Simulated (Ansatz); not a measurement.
## TiTeS monolayer, Janus: modes against biaxial strain in the plane of the sheet

Aim: how do the optical modes of TiTeS monolayer, Janus shift and split under this strain?

Calculated with Ansatz 0.2.0; DFT PBEsol, scalar-relativistic, plane waves, PAW; PAW set soft_1.

This is a report of a sequence of runs, with most program output left out.

**1. The starting structure**

The cell holds 3 atoms: 1 Ti, 1 S and 1 Te. Cell: a = 3.500 Å, b = 3.500 Å, c = 30.000 Å, α = 90.0°, β = 90.0°, γ = 120.0°. Vacuum lies along c. The height across the vacuum is the one that the program set for its solve, not the one typed.

**2. A rough relaxation first**

The start is far from rest, so a relaxation with loose tolerances brings it close first. The program lengthens the typed cell of 20.0 Å along the normal to 30.0 Å, as its cut-off of the electrostatics needs, and moves no atom.

Input file input.yaml:

```yaml
crystal:
  lattice:
    - [3.5, 0.0, 0.0]
    - [-1.75, 3.03109, 0.0]
    - [0.0, 0.0, 20.0]
  atoms:
    - { symbol: Ti, position: [0.0, 0.0, 0.5] }
    - { symbol: S, position: [0.333333, 0.666667, 0.575] }
    - { symbol: Te, position: [0.666667, 0.333333, 0.42] }
  periodic: [true, true, false]
kpoints:
  mp_grid: { grid: [6, 6, 1] }
hamiltonian:
  xc: pbesol
  pseudopotentials: { kind: paw, azcp: { folder: soft_1 }, xc_functional: pbe }
scf:
  occupations: { method: gaussian, width: 0.1 }
output:
  forces: true
  stress: true
  eigenvalues: true
relax:
  adjacent_minimum: "off"
  f_tol: 0.05
  max_steps: 80
  cell: { stress_2d_tol: 0.02 }
```

Command:

```
ansatz run input.yaml --threads 4 --pin off --max-ram 16384MiB --backend cpu --events-out ev --progress --plain --runs-dir out
```

It took 17 s on 4 threads of Arm Neoverse V1, shared host; peak memory 0.59 GiB; 63 s of CPU time.

Step by step:

```csv
step,energy less that of the first step (eV),largest force component (eV/Å),volume (Å³)
1,0.0000,4.3289,318.26
2,-0.5873,0.6370,321.37
3,-0.6199,0.2255,326.11
4,-0.6232,0.0162,324.97
5,-0.6233,0.0037,324.60
6,-0.6233,0.0000,324.46
7*,-0.6236,0.0001,324.46
```

Relaxation steps marked * repeat the geometry before them on a plane-wave basis chosen anew for their cell, so energy and pressure can jump there.

The run keeps the 6 symmetry operations that it works with, so distortions that break them were not tested.

```csv
cell as run,before,after,change
a (Å),3.500,3.534,+1.0 %
b (Å),3.500,3.534,+1.0 %
```

The atoms that moved most (Å, along periodic axes as changes of fractional coordinates times the final cell, across vacuum about the mean position):

```csv
atom,dx,dy,dz,length
Ti1,0.000,0.000,0.188,0.188
Te3,0.000,0.000,-0.096,0.096
S2,0.000,0.000,-0.092,0.092
```

The relaxed structure:

```xyz
3
Lattice="3.5339 0.0000 0.0000 -1.7669 3.0604 0.0000 0.0000 0.0000 30.0000" Properties=species:S:1:pos:R:3
Ti    0.0000    0.0000   10.1880
S     0.0000    2.0403   11.4078
Te    1.7669    1.0201    8.3042
```

This step gave:

- gap on the k-mesh: 0 eV
- area per atom: 3.605 Å²

The relaxation ends with a largest force component of 7.1e-5 eV/Å.

**3. Relaxation**

The cell and atoms are relaxed, since residual forces and stress would shift the frequencies.

input.yaml, the sections that differ from step 2:

```yaml
crystal:
  lattice:
    - [3.5338809099, 0.0, 0.0]
    - [-1.766940455, 3.060430642, 0.0]
    - [0.0, 0.0, 30.0]
  atoms:
    - { symbol: Ti, position: [0.0, 0.0, 0.3395998532] }
    - { symbol: S, position: [0.3333333333, 0.6666666667, 0.38025988] }
    - { symbol: Te, position: [0.6666666667, 0.3333333333, 0.2768069335] }
  periodic: [true, true, false]
kpoints:
  mp_grid: { grid: [15, 15, 1] }
relax:
  adjacent_minimum: "off"
  f_tol: 0.005
  max_steps: 80
  cell: { stress_2d_tol: 0.02 }
# hamiltonian, scf, output: as in step 2
```

It took 34 s on 4 threads; peak memory 0.7 GiB; 2.2 min of CPU time.

The steps of the relaxation:

```csv
step,energy less that of the first step (eV),largest force component (eV/Å),volume (Å³)
1,0.0000,0.0414,324.46
2,-0.0006,0.0714,322.61
3,-0.0009,0.0163,322.35
4,-0.0010,0.0012,321.90
5*,-0.0009,0.0012,321.90
```

Relaxation steps marked * repeat the geometry before them on a plane-wave basis chosen anew for their cell, so energy and pressure can jump there.

Forces are held to the 6 operations that the run works with; a distortion that breaks them can't arise in this run.

```csv
cell as run,before,after,change
a (Å),3.534,3.520,-0.4 %
b (Å),3.534,3.520,-0.4 %
```

The atoms that moved most (Å, along periodic axes as changes of fractional coordinates times the final cell, across vacuum about the mean position):

```csv
atom,dx,dy,dz,length
S2,0.000,0.000,0.011,0.011
Te3,0.000,0.000,-0.010,0.010
```

The relaxed structure:

```xyz
3
Lattice="3.5200 0.0000 0.0000 -1.7600 3.0484 0.0000 0.0000 0.0000 30.0000" Properties=species:S:1:pos:R:3
Ti    0.0000    0.0000   10.1872
S     0.0000    2.0322   11.4189
Te    1.7600    1.0161    8.2939
```

Numbers from this step:

```
area per atom : 3.577 Å²
```

The relaxation ends with a largest force component of 0.0012 eV/Å.

**4. Tight relaxation**

Phonons need small forces and stress, so the relaxation is finished with tight tolerances on 15×15×1 k points.

Input file input.yaml:

```yaml
crystal:
  lattice:
    - [3.5199590756, 0.0, 0.0]
    - [-1.7599795378, 3.0483739797, 0.0]
    - [0.0, 0.0, 30.0]
  atoms:
    - { symbol: Ti, position: [0.0, 0.0, 0.3395746393] }
    - { symbol: S, position: [0.3333333333, 0.6666666667, 0.3806300945] }
    - { symbol: Te, position: [0.6666666667, 0.3333333333, 0.276461933] }
  periodic: [true, true, false]
kpoints:
  mp_grid: { grid: [15, 15, 1] }
hamiltonian:
  xc: pbesol
  pseudopotentials: { kind: paw, azcp: { folder: soft_1 }, xc_functional: pbe }
scf:
  occupations: { method: methfessel_paxton, width: 0.2 }
output:
  forces: true
  stress: true
  eigenvalues: true
  write_density: true
  write_potential: true
  elf: true
  volumetric_format: npy
relax:
  adjacent_minimum: "off"
  f_tol: 0.001
  max_steps: 60
  cell: { stress_2d_tol: 0.002 }
```

Elapsed: 33 s, on 4 threads; peak memory 0.7 GiB.

Little changed from the start: no atom moved by 0.005 Å and no cell edge by 0.1 %.

Numbers from this step:

```yaml
area_per_atom: 3.578 Å²
```

Valence density in the ac plane at fractional y = 0.333, with atoms of Te within 0.2 Å of it. It is the smooth field of the valence electrons, not physical close to the nuclei.

Ten steps, logarithmic in the rise over the least value, from '_' (0 e/Å³) to '@' (10 e/Å³), each cell a mean:
```
____________________________
____________________________
____________________________
____________________________
____________________________
____________________________
____________________________
____________________________
____________________________
____________________________
____________________________
____________________________
____________________________
____________________________
::------::::....________....
::------::::..............::
::::::::::::--==++****++----
::::....::--==##@@@@@@%%**==
__________......::::::::....
____________________________
____________________________
____________________________
____________________________
____________________________
```
Columns run along a (3.5 Å), rows up along c (30.0 Å). Atoms in or near the plane, at fractional coordinates: Te at (0.67, 0.28).

Electrostatic potential energy in the ac plane at fractional y = 0.333, with atoms of Te within 0.2 Å of it. With pseudopotentials it is smooth inside the atoms' cores, unlike the true potential.

Values in eV, 24 rows by 14 columns, each cell a mean:
```
  0   0   0   0   0   0   0   0   0   0   0   0   0   0
  0   0   0   0   0   0   0   0   0   0   0   0   0   0
  0   0   0   0   0   0   0   0   0   0   0   0   0   0
  0   0   0   0   0   0   0   0   0   0   0   0   0   0
  0   0   0   0   0   0   0   0   0   0   0   0   0   0
  0   0   0   0   0   0   0   0   0   0   0   0   0   0
  0   0   0   0   0   0   0   0   0   0   0   0   0   0
  0   0   0   0   0   0   0   0   0   0   0   0   0   0
  0   0   0   0   0   0   0   0   0   0   0   0   0   0
  0   0   0   0   0   0   0   0   0   0   0   0   0   0
  0   0   0   0   0   0   0   0   0   0   0   0   0   0
  0   0   0   0   0   0   0   0   0   0   0   0   0   0
  0   0   0   0   0   0   0   0   0   0   0   0   0   0
  0   0   0   0   0   0   0   0   0   0   0   0   0   0
 -4  -6  -6  -6  -5  -3  -2  -1  -1  -1  -1  -1  -1  -2
 -8 -11 -12 -12  -9  -7  -5  -3  -2  -2  -2  -3  -4  -6
 -7  -6  -6  -6  -6  -8  -9 -10 -11 -11 -11 -11 -10  -9
 -7  -4  -3  -3  -6 -11 -14 -14  -9  -6  -6 -12 -14 -13
 -1  -1  -1  -1  -1  -2  -3  -4  -5  -5  -5  -4  -3  -2
  0   0   0   0   0   0   0   0   0   0   0   0   0   0
  0   0   0   0   0   0   0   0   0   0   0   0   0   0
  0   0   0   0   0   0   0   0   0   0   0   0   0   0
  0   0   0   0   0   0   0   0   0   0   0   0   0   0
  0   0   0   0   0   0   0   0   0   0   0   0   0   0
```
Columns run along a (3.5 Å; values clipped at the 3rd and 97th percentile), rows up along c (30.0 Å). Atoms in or near the plane, at fractional coordinates: Te at (0.67, 0.28).

ELF in the ac plane at fractional y = 0.333, with atoms of Te within 0.2 Å of it. It is the smooth field of the valence electrons, not physical close to the nuclei.

Values, 24 rows by 14 columns, each cell a mean:
```
0.00 0.00 0.00 0.00 0.00 0.00 0.00 0.00 0.00 0.00 0.00 0.00 0.00 0.00
0.00 0.00 0.00 0.00 0.00 0.00 0.00 0.00 0.00 0.00 0.00 0.00 0.00 0.00
0.00 0.00 0.00 0.00 0.00 0.00 0.00 0.00 0.00 0.00 0.00 0.00 0.00 0.00
0.00 0.00 0.00 0.00 0.00 0.00 0.00 0.00 0.00 0.00 0.00 0.00 0.00 0.00
0.00 0.00 0.00 0.00 0.00 0.00 0.00 0.00 0.00 0.00 0.00 0.00 0.00 0.00
0.00 0.00 0.00 0.00 0.00 0.00 0.00 0.00 0.00 0.00 0.00 0.00 0.00 0.00
0.00 0.00 0.00 0.00 0.00 0.00 0.00 0.00 0.00 0.00 0.00 0.00 0.00 0.00
0.00 0.00 0.00 0.00 0.00 0.00 0.00 0.00 0.00 0.00 0.00 0.00 0.00 0.00
0.00 0.00 0.00 0.00 0.00 0.00 0.00 0.00 0.00 0.00 0.00 0.00 0.00 0.00
0.00 0.00 0.00 0.00 0.00 0.00 0.00 0.00 0.00 0.00 0.00 0.00 0.00 0.00
0.00 0.00 0.00 0.00 0.00 0.00 0.00 0.00 0.00 0.00 0.00 0.00 0.00 0.00
0.00 0.00 0.00 0.00 0.00 0.00 0.00 0.00 0.00 0.00 0.00 0.00 0.00 0.00
0.00 0.01 0.01 0.01 0.00 0.00 0.00 0.00 0.00 0.00 0.00 0.00 0.00 0.00
0.19 0.26 0.30 0.29 0.22 0.13 0.06 0.01 0.01 0.00 0.00 0.01 0.03 0.09
0.68 0.77 0.80 0.79 0.72 0.58 0.36 0.13 0.05 0.03 0.03 0.09 0.24 0.47
0.28 0.30 0.31 0.31 0.29 0.26 0.22 0.18 0.16 0.16 0.16 0.17 0.20 0.24
0.40 0.27 0.19 0.22 0.35 0.46 0.51 0.49 0.44 0.41 0.42 0.47 0.51 0.50
0.56 0.39 0.23 0.29 0.51 0.57 0.50 0.32 0.19 0.15 0.16 0.26 0.43 0.55
0.32 0.12 0.05 0.07 0.23 0.47 0.65 0.74 0.76 0.77 0.76 0.75 0.70 0.58
0.02 0.01 0.00 0.00 0.01 0.04 0.10 0.18 0.23 0.25 0.24 0.20 0.14 0.07
0.00 0.00 0.00 0.00 0.00 0.00 0.00 0.00 0.00 0.01 0.00 0.00 0.00 0.00
0.00 0.00 0.00 0.00 0.00 0.00 0.00 0.00 0.00 0.00 0.00 0.00 0.00 0.00
0.00 0.00 0.00 0.00 0.00 0.00 0.00 0.00 0.00 0.00 0.00 0.00 0.00 0.00
0.00 0.00 0.00 0.00 0.00 0.00 0.00 0.00 0.00 0.00 0.00 0.00 0.00 0.00
```
Columns run along a (3.5 Å), rows up along c (30.0 Å). Atoms in or near the plane, at fractional coordinates: Te at (0.67, 0.28).

The largest force component left is 0.10 meV/Å, within the tolerances set.

**5. Modes at rest**

The force constants come from the linear response of the density to a displacement.

The modes at rest are the reference of the series.

input.yaml, the sections that differ from step 4:

```yaml
crystal:
  lattice:
    - [3.5206158462, 0.0, 0.0]
    - [-1.7603079231, 3.0489427598, 0.0]
    - [0.0, 0.0, 30.0]
  atoms:
    - { symbol: Ti, position: [0.0, 0.0, 0.3395603608] }
    - { symbol: S, position: [0.3333333333, 0.6666666667, 0.3806069914] }
    - { symbol: Te, position: [0.6666666667, 0.3333333333, 0.2764993147] }
  periodic: [true, true, false]
output:
  eigenvalues: true
phonons:
  method: dfpt
# kpoints, hamiltonian, scf: as in step 4
# relax: removed
```

Wall time 1.8 min (4 threads); peak memory 1.8 GiB; 7.1 min of CPU time.

Numbers from this step:

| Property | Result |
| --- | --- |
| sum-rule residual before enforcement | 5.86e-5 eV/Å² |
| point group | 3m |
| highest optical mode at the zone centre (no LO-TO term) | 367.9 cm⁻¹ |
| lowest optical zone-centre mode | 120.4 cm⁻¹ |

Patterns of degenerate modes are one choice out of their space. Modes at Γ, with each element's share of the kinetic energy:

```csv
mode,frequency (cm⁻¹),symmetry,Ti %,S %,Te %
1,0.0,acoustic,23,15,61
2,0.0,acoustic,23,15,61
3,0.0,acoustic,23,15,61
4,120.4,E,39,23,38
5,120.4,E,39,23,38
6,205.0,A1,18,46,36
7,265.0,E,38,62,0
8,265.0,E,38,62,0
9,367.9,A1,59,38,3
```

Displacements in mode 4 (120.4 cm⁻¹), the largest set to 1:
```
Ti1 -0.14  1.00  0.00
S2  -0.13  0.93  0.00
Te3  0.08 -0.61  0.00
```

Displacements in mode 6 (205.0 cm⁻¹), the largest set to 1:
```
Ti1  0.00  0.00  0.51
S2   0.00  0.00  1.00
Te3  0.00  0.00 -0.44
```

Before it was imposed, the acoustic sum rule was missed by 5.9e-5 eV/Å². Small misses are needed for a sound result but don't prove that mesh and cutoff are converged. The lowest optical mode is real, 120 cm⁻¹.

**6. A member of the series: biaxial strain of +5 % in the plane of the sheet**

The cell takes a biaxial strain of +5 % in the plane of the sheet. The cell is held, and the atoms relax in it.

input.yaml, the sections that differ from step 5:

```yaml
crystal:
  lattice:
    - [3.6966466384, 0.0, 0.0]
    - [-1.8483233192, 3.2013898977, 0.0]
    - [0.0, 0.0, 30.0]
  atoms:
    - { symbol: Ti, position: [0.0, 0.0, 0.3400281963] }
    - { symbol: S, position: [0.3333333333, 0.6666666667, 0.3780182063] }
    - { symbol: Te, position: [0.6666666667, 0.3333333333, 0.2786202642] }
  periodic: [true, true, false]
output:
  forces: true
  stress: true
  eigenvalues: true
relax:
  adjacent_minimum: "off"
  f_tol: 0.001
  max_steps: 60
# kpoints, hamiltonian, scf: as in step 5
# phonons: removed
```

The job ended after 32 s (4 threads; peak memory 0.73 GiB; 2.1 min of CPU time).

The steps of the relaxation:

```csv
step,energy less that of the first step (eV),largest force component (eV/Å)
1,0.0000,0.1649
2,-0.0006,0.1783
3,-0.0025,0.0291
4,-0.0025,0.0079
5,-0.0025,0.0004
6,-0.0025,0.0004
```

The run keeps the 6 symmetry operations that it works with, so distortions that break them were not tested.

The atoms that moved most (Å):

```csv
atom,dx,dy,dz,length
S2,0.000,0.000,-0.019,0.019
Te3,0.000,0.000,0.015,0.015
```

Final coordinates:

```xyz
3
Lattice="3.6966 0.0000 0.0000 -1.8483 3.2014 0.0000 0.0000 0.0000 30.0000" Properties=species:S:1:pos:R:3
Ti    0.0000    0.0000   10.2043
S     0.0000    2.1343   11.3220
Te    1.8483    1.0671    8.3736
```

Numbers from this step:

```yaml
gap_on_the_k_mesh: 0.08362 eV
area_per_atom: 3.945 Å²
```

The largest force component left is 0.43 meV/Å.

**7. Modes of this member: biaxial strain of +5 % in the plane of the sheet**

The zone-centre modes follow for biaxial strain of +5 % in the plane of the sheet.

input.yaml, the sections that differ from step 6:

```yaml
crystal:
  lattice:
    - [3.6966466384, 0.0, 0.0]
    - [-1.8483233192, 3.2013898977, 0.0]
    - [0.0, 0.0, 30.0]
  atoms:
    - { symbol: Ti, position: [0.0, 0.0, 0.3401445356] }
    - { symbol: S, position: [0.3333333333, 0.6666666667, 0.3774008011] }
    - { symbol: Te, position: [0.6666666667, 0.3333333333, 0.27912133] }
  periodic: [true, true, false]
output:
  eigenvalues: true
phonons:
  method: dfpt
# kpoints, hamiltonian, scf: as in step 6
# relax: removed
```

The job ended after 2.5 min (4 threads; peak memory 2 GiB; 9.6 min of CPU time).

This step gave:

```yaml
sum_rule_residual_before_enforcement: 7.64e-5 eV/Å²
highest_optical_mode_at_the_zone_centre_no_lo_to_term: 324.3 cm⁻¹
lowest_optical_zone_centre_mode: 117.3 cm⁻¹
```

[end of part 1 of 2]

[Logs are printed without paths, hosts, clocks, repeated set-up lines and the standing remarks that a program may print on its own settings, such as how far it seeks lower states.]

[Hosts, paths, dates, database ids (printed as entryN), source tags and the programs' standing remarks are cut or masked in the printed files.]
